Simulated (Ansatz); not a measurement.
# Sc2TiSiPb: relaxing a made-up structure

Starting from a made-up structure for Sc2TiSiPb, the aim is the relaxed cell, its shortest contacts and, where a second run follows, its electronic structure.

Method: DFT, r2SCAN, plane-wave PAW, files of the set soft_1, scalar-relativistic, no spin, cell and ions relaxed at zero pressure; PAW set soft_1, in Ansatz 0.2.0.

### Step 1. The structure

Symmetry: I4mm, No. 107, tetragonal system. Conventional cell: a = 4.468 Å, b = 4.468 Å, c = 10.911 Å, α = 90.00°, β = 90.00°, γ = 90.00°. Nearest to Pb lie 4 Ti at 3.40 Å and 4 Si at 3.47 Å and 8 Sc at 3.50 to 3.55 Å. Nearest to Ti lie 4 Sc at 2.69 Å and 1 Si at 2.70 Å and 4 Pb at 3.40 Å. Nearest to Sc lie 2 Si at 2.56 Å and 2 Ti at 2.69 Å and 4 Sc at 3.16 Å and 4 Pb at 3.50 to 3.55 Å. Nearest to Si lie 4 Sc at 2.56 Å and 1 Ti at 2.70 Å. Farther neighbours are not listed.

### Step 2. Relaxation of the guess

The guessed cell has no reason to be at equilibrium. It is relaxed with the atoms, within the space group of the guess.

Contents of input.yaml:

```yaml
crystal:
  lattice:
    - [-2.234, 2.234, 5.4555]
    - [2.234, -2.234, 5.4555]
    - [2.234, 2.234, -5.4555]
  atoms:
    - { symbol: Pb, position: [0.0036, 0.0036, 0.0] }
    - { symbol: Ti, position: [0.6191, 0.6191, 0.0] }
    - { symbol: Sc, position: [0.2566, 0.7566, 0.5] }
    - { symbol: Sc, position: [0.7566, 0.2566, 0.5] }
    - { symbol: Si, position: [0.3717, 0.3717, 0.0] }
kpoints:
  mp_grid: { grid: [8, 8, 8] }
scf:
  occupations: { method: fermi_dirac, width: 0.05 }
hamiltonian:
  xc: r2scan
  pseudopotentials: { kind: paw, azcp: { folder: soft_1 } }
relax:
  f_tol: 0.015
  max_steps: 70
  cell: {}
output:
  forces: true
  stress: true
```

Command:

```console
> ansatz run input.yaml --threads 4 --pin off --max-ram 8192MiB --backend cpu --events-out ev --progress --plain --runs-dir out
```

Numbers of over 12 decimals in the logs are rounded to 6 here.

What it wrote:

```text
Engine: ansatz 0.2.0, aarch64-unknown-linux-gnu
Pseudopotentials: kind: paw
Pseudopotential: Pb, paw, valence charge 14, recommended cutoff 500 eV (meta_gga), soft_1/Pb.paw.azcp
Pseudopotential: Ti, paw, valence charge 12, recommended cutoff 500 eV (meta_gga), soft_1/Ti.paw.azcp
Pseudopotential: Sc, paw, valence charge 11, recommended cutoff 500 eV (meta_gga), soft_1/Sc.paw.azcp
Pseudopotential: Si, paw, valence charge 4, recommended cutoff 500 eV (meta_gga), soft_1/Si.paw.azcp
Functional definition: r2SCAN
  parameter k0 = 0.174
  parameter k1 = 0.065
  parameter a1 = 4.9479
  exchange = r2scan_x(k0 = k0, k1 = k1, a1 = a1)
  correlation = r2scan_c
Crystal: 5 atoms, lattice volume = 108.908 Å³
Basis set: ecut = 500 eV, 2751 PW (Γ), exchange–correlation on 192×192×192 points (64 copies of the dense FFT grid, shifted against one another)
Bands: 32, of which v1, the nominal top of the filled ones, is band 26 counted from 1 (25 counted from 0)
Symmetry: 8 space group operations
Space group: I4mm (ITA 107), of the structure as read, at distance tolerance 4.8e-5 Å
k-points: 59 of 512 (time reversal used)
Non-local potential: Pb, projectors of the file, l = 0: 2, l = 1: 2, l = 2: 2, l = 3: 1
Non-local potential: Ti, projectors of the file, l = 0: 3, l = 1: 2, l = 2: 3, l = 3: 1
Non-local potential: Sc, projectors of the file, l = 0: 3, l = 1: 2, l = 2: 3, l = 3: 1
Non-local potential: Si, projectors of the file, l = 0: 2, l = 1: 2, l = 2: 1
PAW form: soft (Blöchl's): semilocal exchange-correlation on the pseudo side does not see the compensation charge
PAW frozen core: Pb, regenerated for the run's functional (the file was generated under x = pbe(κ = 0.804, μ = 0.219515), c = pbe(β = 0.066725))
PAW frozen core: Ti, regenerated for the run's functional (the file was generated under x = pbe(κ = 0.804, μ = 0.219515), c = pbe(β = 0.066725))
PAW frozen core: Sc, regenerated for the run's functional (the file was generated under x = pbe(κ = 0.804, μ = 0.219515), c = pbe(β = 0.066725))
PAW frozen core: Si, regenerated for the run's functional (the file was generated under x = pbe(κ = 0.804, μ = 0.219515), c = pbe(β = 0.066725))
PAW one-centre angular grid: Pb, 590 points (default); XC on 160 Gauss nodes
PAW one-centre angular grid: Ti, 590 points (default); XC on 160 Gauss nodes
PAW one-centre angular grid: Sc, 590 points (default); XC on 224 Gauss nodes
PAW one-centre angular grid: Si, 302 points (default); XC on 160 Gauss nodes
Initial density: superposition of atomic densities (chi_scale 0.1, normalization cell, long waves kept (reshape's long-wave potential 0.01 eV rms))
Initial wavefunctions: pseudopotential atomic-orbital guess
Functional: x = r2scan, c = r2scan; τ floored in thin density (d = 2e-4 eV/Å³)
SCF iter   1: F=—  HF=-19351.631047 eV  |F-HF|=—  |Δ(HF+E_count)|=         —  Δρ=7.97e-2  dr2=3.10e1  dr2_τ=3.03e-1  ethr=3.10e-3  ⟨swp⟩=5.8  Hψ=8159  notcnv=0
preconditioner: auto → Kerker (q_TF=auto, 2.412 Å⁻¹)  [metal: Δε(μ)=0.001 eV  Ē_g=6.821 eV  σ=0.050 eV  W_gap=0.01  n_scr=32 (ndim 8)  ℏωp=18.8 eV  f_vac=0.000  D(μ)=6.06/eV (n_scr^D=52)]
SCF iter   2: F=—  HF=-19346.890028 eV  |F-HF|=—  |Δ(HF+E_count)|=    4.74e0  Δρ=3.96e-2  dr2=7.99e0  dr2_τ=8.63e-2  ethr=3.10e-3  ⟨swp⟩=4.8  Hψ=4964  notcnv=0  defer=2
SCF iter   3: F=—  HF=-19345.757257 eV  |F-HF|=—  |Δ(HF+E_count)|=    1.13e0  Δρ=3.75e-2  dr2=3.57e0  dr2_τ=1.33e-1  ethr=3.10e-3  ⟨swp⟩=4.0  Hψ=3962  notcnv=0
SCF iter   4: F=—  HF=-19345.586055 eV  |F-HF|=—  |Δ(HF+E_count)|=   1.71e-1  Δρ=3.38e-2  dr2=2.57e0  dr2_τ=1.04e-1  ethr=3.10e-3  ⟨swp⟩=4.0  Hψ=4467  notcnv=0  defer=1
SCF iter   5: F=—  HF=-19345.401624 eV  |F-HF|=—  |Δ(HF+E_count)|=   1.84e-1  Δρ=7.73e-3  dr2=1.28e-1  dr2_τ=6.51e-4  ethr=3.10e-3  ⟨swp⟩=2.9  Hψ=2694  notcnv=0  defer=1
SCF iter   6: F=—  HF=-19345.412086 eV  |F-HF|=—  |Δ(HF+E_count)|=   1.05e-2  Δρ=6.14e-3  dr2=8.42e-2  dr2_τ=1.59e-3  ethr=2.46e-4  ⟨swp⟩=3.0  Hψ=2852  notcnv=0
SCF iter   7: F=—  HF=-19345.409151 eV  |F-HF|=—  |Δ(HF+E_count)|=   2.94e-3  Δρ=1.76e-3  dr2=6.95e-3  dr2_τ=7.79e-5  ethr=1.62e-4  ⟨swp⟩=2.0  Hψ=2277  notcnv=0
SCF iter   8: F=—  HF=-19345.409311 eV  |F-HF|=—  |Δ(HF+E_count)|=   1.60e-4  Δρ=8.21e-4  dr2=1.43e-3  dr2_τ=4.59e-5  ethr=1.34e-5  ⟨swp⟩=2.0  Hψ=2377  notcnv=0
SCF iter   9: F=—  HF=-19345.409239 eV  |F-HF|=—  |Δ(HF+E_count)|=   7.22e-5  Δρ=1.83e-4  dr2=6.24e-5  dr2_τ=2.25e-7  ethr=2.75e-6  ⟨swp⟩=2.0  Hψ=2010  notcnv=0
SCF iter  10: F=—  HF=-19345.409153 eV  |F-HF|=—  |Δ(HF+E_count)|=   8.57e-5  Δρ=4.92e-5  dr2=5.25e-6  dr2_τ=7.76e-8  ethr=1.20e-7  ⟨swp⟩=2.0  Hψ=2125  notcnv=0
SCF iter  11: F=-19345.409153 eV  HF=-19345.409153 eV  |F-HF|=2.09e-8  |Δ(HF+E_count)|=   7.01e-8  Δρ=7.38e-6  dr2=9.16e-8  dr2_τ=2.28e-9  ethr=1.92e-10  ⟨swp⟩=4.1  Hψ=7847  notcnv=0
SCF 1 converged in 11 iterations: F = -19345.409153 eV  dr2 = 9.16e-8
  greatest PAW one-centre occupation: 1.000 electrons in one spin orbital (limit 2), on the Ti atom at site 1 (counted from 0), in its partial waves of l = 0
relax step   1: F+E_penalty+E_count = -19345.40915284 eV  Δ(F+E_penalty+E_count) = +0.000e0 eV  max|allowed force component| = 3.638e0 eV/Å  Δτ_max = 0.0000 Å  P = +6.613 GPa  Ω = 108.908 Å³  (11 SCF iters, dr2 threshold 1.00e-7 eV, accepted)
Crystal: 5 atoms, lattice volume = 112.346 Å³
Basis set: ecut = 500 eV, 2871 PW (Γ), exchange–correlation on 192×192×192 points (64 copies of the dense FFT grid, shifted against one another)
Initial density: handed on by an earlier stage of this run
Initial wavefunctions: those handed on with the density
SCF iter   1: F=—  HF=-19346.164949 eV  |F-HF|=—  |Δ(HF+E_count)|=         —  Δρ=2.21e-2  dr2=1.94e0  dr2_τ=1.75e0  ethr=3.10e-3  ⟨swp⟩=9.2  Hψ=8630  notcnv=0
preconditioner: auto → Kerker (q_TF=auto, 2.400 Å⁻¹)  [metal: Δε(μ)=0.014 eV  Ē_g=9.487 eV  σ=0.050 eV  W_gap=0.07  n_scr=32 (ndim 8)  ℏωp=18.5 eV  f_vac=0.000  D(μ)=6.13/eV (n_scr^D=52)]
SCF iter   2: F=—  HF=-19346.397833 eV  |F-HF|=—  |Δ(HF+E_count)|=   2.33e-1  Δρ=1.71e-2  dr2=5.55e-1  dr2_τ=3.22e-2  ethr=3.10e-3  ⟨swp⟩=2.9  Hψ=3265  notcnv=0
SCF iter   3: F=—  HF=-19346.388194 eV  |F-HF|=—  |Δ(HF+E_count)|=   9.64e-3  Δρ=1.38e-2  dr2=5.33e-1  dr2_τ=1.94e-2  ethr=1.07e-3  ⟨swp⟩=3.1  Hψ=2817  notcnv=0
SCF iter   4: F=—  HF=-19346.350470 eV  |F-HF|=—  |Δ(HF+E_count)|=   3.77e-2  Δρ=3.52e-3  dr2=1.99e-2  dr2_τ=6.50e-4  ethr=1.03e-3  ⟨swp⟩=2.2  Hψ=2518  notcnv=0
SCF iter   5: F=—  HF=-19346.349434 eV  |F-HF|=—  |Δ(HF+E_count)|=   1.04e-3  Δρ=1.63e-3  dr2=5.93e-3  dr2_τ=1.73e-4  ethr=3.82e-5  ⟨swp⟩=2.1  Hψ=2822  notcnv=0
[...]
relax step   5: F+E_penalty+E_count = -19347.09689887 eV  Δ(F+E_penalty+E_count) = -1.390e-1 eV  max|allowed force component| = 3.943e-1 eV/Å  Δτ_max = 0.1935 Å  P = -0.304 GPa  Ω = 123.053 Å³  energy of the carried Pulay correction = -3.529e-3 eV  (10 SCF iters, dr2 threshold 5.00e-7 eV, accepted)
relax step   6: F+E_penalty+E_count = -19347.16241426 eV  Δ(F+E_penalty+E_count) = -6.552e-2 eV  max|allowed force component| = 2.451e-1 eV/Å  Δτ_max = 0.1936 Å  P = +0.990 GPa  Ω = 122.242 Å³  energy of the carried Pulay correction = -3.338e-3 eV  (10 SCF iters, dr2 threshold 5.00e-7 eV, accepted)
relax step   7: F+E_penalty+E_count = -19347.18752338 eV  Δ(F+E_penalty+E_count) = -2.511e-2 eV  max|allowed force component| = 1.007e-1 eV/Å  Δτ_max = 0.0266 Å  P = -0.458 GPa  Ω = 124.591 Å³  energy of the carried Pulay correction = -3.887e-3 eV  (8 SCF iters, dr2 threshold 5.00e-7 eV, accepted)
relax step   8: F+E_penalty+E_count = -19347.21469889 eV  Δ(F+E_penalty+E_count) = -2.718e-2 eV  max|allowed force component| = 1.403e-1 eV/Å  Δτ_max = 0.0494 Å  P = -0.777 GPa  Ω = 124.249 Å³  energy of the carried Pulay correction = -3.808e-3 eV  (9 SCF iters, dr2 threshold 5.00e-7 eV, accepted)
relax step   9: F+E_penalty+E_count = -19347.22380083 eV  Δ(F+E_penalty+E_count) = -9.102e-3 eV  max|allowed force component| = 1.886e-1 eV/Å  Δτ_max = 0.0464 Å  P = -0.363 GPa  Ω = 122.308 Å³  energy of the carried Pulay correction = -3.354e-3 eV  (9 SCF iters, dr2 threshold 5.00e-7 eV, accepted)
relax step  10: F+E_penalty+E_count = -19347.23088905 eV  Δ(F+E_penalty+E_count) = -7.088e-3 eV  max|allowed force component| = 8.922e-2 eV/Å  Δτ_max = 0.0317 Å  P = +0.194 GPa  Ω = 121.938 Å³  energy of the carried Pulay correction = -3.266e-3 eV  (8 SCF iters, dr2 threshold 5.00e-7 eV, accepted)
relax step  11: F+E_penalty+E_count = -19347.23128656 eV  Δ(F+E_penalty+E_count) = -3.975e-4 eV  max|allowed force component| = 1.281e-2 eV/Å  Δτ_max = 0.0050 Å  P = -0.042 GPa  Ω = 122.343 Å³  energy of the carried Pulay correction = -3.362e-3 eV  (6 SCF iters, dr2 threshold 4.98e-7 eV, accepted)
relax step  12: F+E_penalty+E_count = -19347.23137323 eV  Δ(F+E_penalty+E_count) = -8.667e-5 eV  max|allowed force component| = 5.632e-3 eV/Å  Δτ_max = 0.0031 Å  P = +0.008 GPa  Ω = 122.222 Å³  energy of the carried Pulay correction = -3.333e-3 eV  (8 SCF iters, dr2 threshold 6.26e-9 eV, accepted)
Basis set: ecut = 500 eV, 3079 PW (Γ), exchange–correlation on 216×216×216 points (64 copies of the dense FFT grid, shifted against one another)
Initial wavefunctions: pseudopotential atomic-orbital guess (no wavefunctions were taken with the density)
iter 1 solved again at ethr=5.06e-7 eV; its pass at ethr=3.10e-3 eV (dr2=2.63e-4 eV) is discarded
SCF iter   1: F=—  HF=-19347.235512 eV  |F-HF|=—  |Δ(HF+E_count)|=         —  Δρ=3.03e-4  dr2=1.28e-5  dr2_τ=8.17e-5  ethr=5.06e-7  ⟨swp⟩=3.0  Hψ=12579  notcnv=0
preconditioner: auto → Kerker (q_TF=auto, 2.366 Å⁻¹)  [metal: Δε(μ)=0.009 eV  Ē_g=9.030 eV  σ=0.050 eV  W_gap=0.04  n_scr=32 (ndim 8)  ℏωp=17.8 eV  f_vac=0.000  D(μ)=4.00/eV (n_scr^D=32)]
SCF iter   2: F=—  HF=-19347.235654 eV  |F-HF|=—  |Δ(HF+E_count)|=   1.42e-4  Δρ=1.62e-4  dr2=4.92e-6  dr2_τ=5.71e-6  ethr=2.46e-8  ⟨swp⟩=2.0  Hψ=3139  notcnv=0
SCF iter   3: F=—  HF=-19347.235759 eV  |F-HF|=—  |Δ(HF+E_count)|=   1.05e-4  Δρ=8.91e-5  dr2=2.11e-5  dr2_τ=6.91e-7  ethr=9.45e-9  ⟨swp⟩=2.0  Hψ=3509  notcnv=0  recentre
SCF iter   4: F=—  HF=-19347.235758 eV  |F-HF|=—  |Δ(HF+E_count)|=   1.19e-6  Δρ=1.59e-5  dr2=9.79e-8  dr2_τ=4.51e-8  ethr=9.45e-9  ⟨swp⟩=2.0  Hψ=2281  notcnv=0
SCF iter   5: F=—  HF=-19347.235758 eV  |F-HF|=—  |Δ(HF+E_count)|=   2.13e-7  Δρ=5.09e-6  dr2=6.64e-8  dr2_τ=2.15e-9  ethr=1.88e-10  ⟨swp⟩=2.0  Hψ=3440  notcnv=0
SCF iter   6: F=—  HF=-19347.235758 eV  |F-HF|=—  |Δ(HF+E_count)|=   4.02e-9  Δρ=1.04e-6  dr2=3.95e-9  dr2_τ=8.22e-11  ethr=1.28e-10  ⟨swp⟩=1.6  Hψ=1944  notcnv=0
SCF iter   7: F=—  HF=-19347.235758 eV  |F-HF|=—  |Δ(HF+E_count)|=  8.37e-11  Δρ=3.27e-7  dr2=1.90e-10  dr2_τ=6.72e-12  ethr=7.60e-12  ⟨swp⟩=2.0  Hψ=2248  notcnv=0
SCF iter   8: F=—  HF=-19347.235758 eV  |F-HF|=—  |Δ(HF+E_count)|=  5.82e-11  Δρ=1.51e-7  dr2=7.85e-11  dr2_τ=2.05e-12  ethr=1.00e-12  ⟨swp⟩=5.0  Hψ=6493  notcnv=0
SCF iter   9: F=-19347.235758 eV  HF=-19347.235758 eV  |F-HF|=7.28e-12  |Δ(HF+E_count)|=  1.09e-11  Δρ=4.38e-8  dr2=7.52e-12  dr2_τ=8.83e-14  ethr=1.00e-12  ⟨swp⟩=4.0  Hψ=5780  notcnv=0
SCF 13 converged in 9 iterations: F = -19347.235758 eV  dr2 = 7.52e-12
relax step  13: F+E_penalty+E_count = -19347.23575831 eV  Δ(F+E_penalty+E_count) = -4.385e-3 eV  max|allowed force component| = 5.351e-3 eV/Å  Δτ_max = 0.0000 Å  P = +0.014 GPa  Ω = 122.222 Å³  stress off target by 2.84e-2 GPa  SCF on the basis re-selected at this cell (its energy is not comparable with the rows above)  (9 SCF iters)
basis re-selected at this cell: Δ(F+E_penalty+E_count) = -4.385e-3 eV, ΔP = +0.005 GPa vs the last step (what re-selecting the basis moved, of the pressure what is left beyond the Pulay correction that the steps carried, after the strain that the cell walked since its last selection, with what the two solves' SCF thresholds leave and, on support functions, any second-order correction that the steps lacked; it is no measure of the basis error at this ecutwfc). The dense FFT grid was sized anew with the basis: this SCF ran on 54×54×54 points, the steps before it on 48×48×48, so part of this shift can come from that change (see relax.cell in the input reference). [rest of the remark cut]
SCF converged after 9 iterations
Free energy (F): -19347.235758 eV
Harris-Foulkes:  -19347.235758 eV  (|F-HF|=7.28e-12)
Internal energy: -19347.200793 eV  (E = F + TS)
E sigma→0 (E₀):  -19347.218276 eV
Entropy (-TS):   -0.034965 eV (-6.993 meV/atom)
Fermi energy:    9.065436 eV
--- Per-component energies (eV) ---
  E_band       = -643.946610
  E_kinetic    = 1026.856445
  E_local      = -4287.944678  (includes V_loc(G=0)·N_el)
  E_nonlocal   = 674.881523
  E_hartree    = 1658.572821
  E_xc         = -517.554492
  E_vxc        = -586.527418  (∫ρ·V_xc dr)
  E_paw        = -13993.168057  (= ΣΔE_a)
  E_vpaw       = -826.444180  (= ΣTr[D̂ρ^β])
  E_aug_tail   = 0.000027  (compensation charges beyond the density's cutoff)
  E_vtau       = 38.085978  (kinetic-family band-sum trace: ∫τ·v_τ [+ j·A + Jᵃ·Aᵃ] dr)
  E_ewald      = -3909.002810
  E_core_change = 0.158430  (= ΣΔE_core)
  E_smearing   = -0.034965  (= −TS)
  E_closure    = 0.000000  (closes the sum)
  Σ components = -19347.235758   (vs F -19347.235758, Δ=0.00e0)
--- Forces (eV/Å), atoms counted from 1 ---
  atom   1  Pb     0.00000000     0.00000000    -0.00020702
  atom   2  Ti    -0.00000000     0.00000000     0.00535136
  atom   3  Sc     0.00000000     0.00000000    -0.00056931
  atom   4  Sc    -0.00000000    -0.00000000    -0.00056931
  atom   5  Si    -0.00000000     0.00000000    -0.00400255
  max |Σ_I F_I| component: 3.17e-6 eV/Å
--- Stress (GPa, compression-positive) ---
        0.006544       0.000000       0.000000
        0.000000       0.006544      -0.000000
        0.000000      -0.000000       0.028374
  P = ⅓ Tr σ = 0.0138 GPa (0.138 kbar)
--- Relaxed structure (12 steps of the walk, 12 accepted, 1 SCFs on fresh bases) ---
  F+E_penalty+E_count = -19347.23575831 eV   max|allowed force component| = 5.351e-3 eV/Å   (the final SCF, on the basis selected at the relaxed cell)
  cell:  # Å, volume = 122.2223 Å³
    - [-2.192842, 2.192842, 6.354417]
    - [2.192842, -2.192842, 6.354417]
    - [2.192842, 2.192842, -6.354417]
  atoms:
    - { symbol: Pb, position: [0.064484, 0.064484, 0] }
    - { symbol: Ti, position: [0.566670, 0.566670, 0] }
    - { symbol: Sc, position: [0.251910, 0.751910, 0.500000] }
    - { symbol: Sc, position: [0.751910, 0.251910, 0.500000] }
    - { symbol: Si, position: [0.372627, 0.372627, 0] }
```

Run time: 2.7 min. Hardware: 4 threads of Arm Neoverse V1, shared host; peak memory 1.2 GiB.

The steps of the relaxation:

| step | energy less that of the first step (eV) | largest force component (eV/Å) | pressure (GPa) | volume (Å³) |
| --- | --- | --- | --- | --- |
| 1 | 0.0000 | 3.6379 | 6.61 | 108.91 |
| 2 | -0.9405 | 1.9312 | 3.59 | 112.35 |
| 3 | -1.2859 | 1.5024 | 1.94 | 116.39 |
| 4 | -1.5488 | 0.5763 | -1.14 | 123.82 |
| 5 | -1.6877 | 0.3943 | -0.30 | 123.05 |
| 6 | -1.7533 | 0.2451 | 0.99 | 122.24 |
| 7 | -1.7784 | 0.1007 | -0.46 | 124.59 |
| 8 | -1.8055 | 0.1403 | -0.78 | 124.25 |
| 9 | -1.8146 | 0.1886 | -0.36 | 122.31 |
| 10 | -1.8217 | 0.0892 | 0.19 | 121.94 |
| 11 | -1.8221 | 0.0128 | -0.04 | 122.34 |
| 12 | -1.8222 | 0.0056 | 0.01 | 122.22 |
| 13* | -1.8266 | 0.0054 | 0.01 | 122.22 |

Relaxation steps marked * repeat the geometry before them on a plane-wave basis chosen anew for their cell, so energy and pressure can jump there.

The run keeps the 8 symmetry operations that it works with, so distortions that break them were not tested.

```csv
cell as run,before,after,change
a (Å),6.304,7.071,+12.2 %
b (Å),6.304,7.071,+12.2 %
c (Å),6.304,7.071,+12.2 %
α (°),138.49,143.87,+3.9 %
β (°),138.49,143.87,+3.9 %
γ (°),60.15,52.03,-13.5 %
volume (Å³/atom),21.78,24.44,+12.2 %
```

The atoms that moved most (Å, as changes of fractional coordinates times the final cell):

```
atom     dx     dy      dz  length
 Pb1  0.000  0.000   0.774   0.774
 Ti2  0.000  0.000  -0.666   0.666
 Sc3  0.000  0.000  -0.060   0.060
 Sc4  0.000  0.000  -0.060   0.060
 Si5  0.000  0.000   0.012   0.012
```

Final coordinates:

```
Pb Ti Sc Si
1.0
    -2.19284    2.19284    6.35442
     2.19284   -2.19284    6.35442
     2.19284    2.19284   -6.35442
Pb Ti Sc Si
1 1 2 1
Direct
  0.06448 0.06448 0.00000
  0.56667 0.56667 0.00000
  0.25191 0.75191 0.50000
  0.75191 0.25191 0.50000
  0.37263 0.37263 0.00000
```

This step gave:

- free energy: -19347.2358 eV
- energy at zero smearing: -19347.2183 eV
- smearing term TS: 0.03497 eV
- Fermi energy: 9.065 eV
- electrons: 52
- symmetry operations: 8
- pressure: 0.01382 GPa

The shortest distance of each pair, which need not be the same contact before and after:

| pair | guess (Å) | relaxed (Å) |
| --- | --- | --- |
| Si–Ti | 2.699 | 2.466 |
| Sc–Si | 2.563 | 2.676 |
| Sc–Sc | 3.159 | 3.101 |
| Pb–Ti | 3.401 | 3.101 |
| Sc–Ti | 2.691 | 3.217 |

The relaxation ends with a largest force component of 0.0054 eV/Å and a pressure of 0.01 GPa.

### Step 3. Outcome

```
space group, relaxed : I4mm
conventional cell    : a = 4.386, b = 4.386, c = 12.709 Å; α = 90.0°, β = 90.0°, γ = 90.0°
volume per atom      : 24.44 Å³ (guess 21.78)
```

What this shows: Sc2TiSiPb relaxes to I4mm with a = 4.386, b = 4.386 and c = 12.709 Å. The guessed volume was 11 % too small. The space group I4mm was held in the relaxation, so the end point is a stationary structure within it and may be a saddle against distortions or other arrangements. Mesh and cutoff weren't tested. A vector of the cell changed its length by 12 %, more than the volume shows. Spin-orbit coupling is left out, which can matter for elements this heavy. No dispersion term is used, so weakly bound directions may come out too long. The runs have no spin, and magnetism wasn't tested. Nothing here tests whether the compound is stable against decomposition.

[Logs are printed without paths, hosts, clocks, repeated set-up lines and the standing remarks that a program may print on its own settings, such as how far it seeks lower states.]

[Hosts, paths, dates, database ids (printed as entryN), source tags and the programs' standing remarks are cut or masked in the printed files.]
